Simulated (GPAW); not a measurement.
Consider HfO2 (Fm-3m).

```xyz
3
Lattice="0.0000 2.5575 2.5575 2.5575 0.0000 2.5575 2.5575 2.5575 0.0000" Properties=species:S:1:pos:R:3 pbc="T T T"
Hf    0.0000    0.0000    0.0000
O     3.8363    3.8363    3.8363
O     1.2788    1.2788    1.2788
```

Absorber: atom 2, with 4 Hf at 2.21 Å (tetrahedral, site symmetry -43m). Method: GPAW, revPBE, full core hole (charged cell), 18-atom cell with 6.3 Å between holes, 3×3×3 k points, dipole transitions, Gaussian full width 0.9 eV up to 4 eV, rising linearly to 3.5 eV at 25 eV, without spin-orbit coupling.

Q: Predict the near-edge structure at the O K edge.

Main maxima up to 24 eV above the zero (height): 0.4 eV (1.58), 3.7 eV (3.20), 8.7 eV (1.20), 12.8 eV (1.12) and 22.3 eV (1.01). A K edge sees empty p states; the first features are O p mixed into the empty d states of the Hf neighbours, and the broad ones above probably into the cations' higher empty bands. The total-energy difference plus the lowest empty eigenvalue puts the zero at 540.57 eV. One term is added: -8.91 eV, since the hole is spin-paired here and a spin-polarised one costs that much less in the free atom (computed apart). The photon energy is then 531.66 eV. The functional and the charged cell's background leave an error of a few eV in such absolute values.

The O K spectrum (energy from the lowest empty level; intensity scaled to a mean of 1 over the first 20 eV):

```csv
E (eV),intensity
-2.00,0.00
-1.25,0.00
-0.50,0.13
0.25,1.44
1.00,0.76
1.75,0.15
2.50,0.91
3.25,2.67
4.00,2.86
4.75,1.61
5.50,0.99
6.25,0.77
7.00,0.65
7.75,0.84
8.50,1.18
9.25,1.07
10.00,0.66
10.75,0.52
11.50,0.77
12.25,1.06
13.00,1.11
13.75,0.94
14.50,0.80
15.25,0.76
16.00,0.78
16.75,0.81
17.50,0.79
18.25,0.72
19.00,0.67
19.75,0.68
20.50,0.78
21.25,0.91
22.00,1.00
22.75,0.99
23.50,0.87
24.25,0.69
25.00,0.52
25.75,0.41
26.50,0.36
27.25,0.34
28.00,0.36
28.75,0.40
29.50,0.44
30.25,0.49
31.00,0.55
31.75,0.63
```

The holes are only 6.3 Å apart, so the shape is probably not converged with cell size; no larger cell was run here. The mesh is coarse (0.40 Å⁻¹ between points), so small maxima may be mesh ripples. The structure is a published determination, not relaxed.

[Banner, clock and machine lines of the logs are left out without a mark of their own.]

[Logs are printed without paths, hosts, clocks, repeated set-up lines and the standing remarks that a program may print on its own settings, such as how far it seeks lower states.]

[Hosts, paths, dates, database ids (printed as entryN), source tags and the programs' standing remarks are cut or masked in the printed files.]

[Lists of maxima count a maximum above −3 eV only where it reaches 4 % of the highest in the window and stands out from its surroundings by 2 % of it (1.5 % where it reaches 55 %); shoulders and weaker maxima are passed over, and of the rest the first, up to two pre-edge ones and the few strongest are named.]
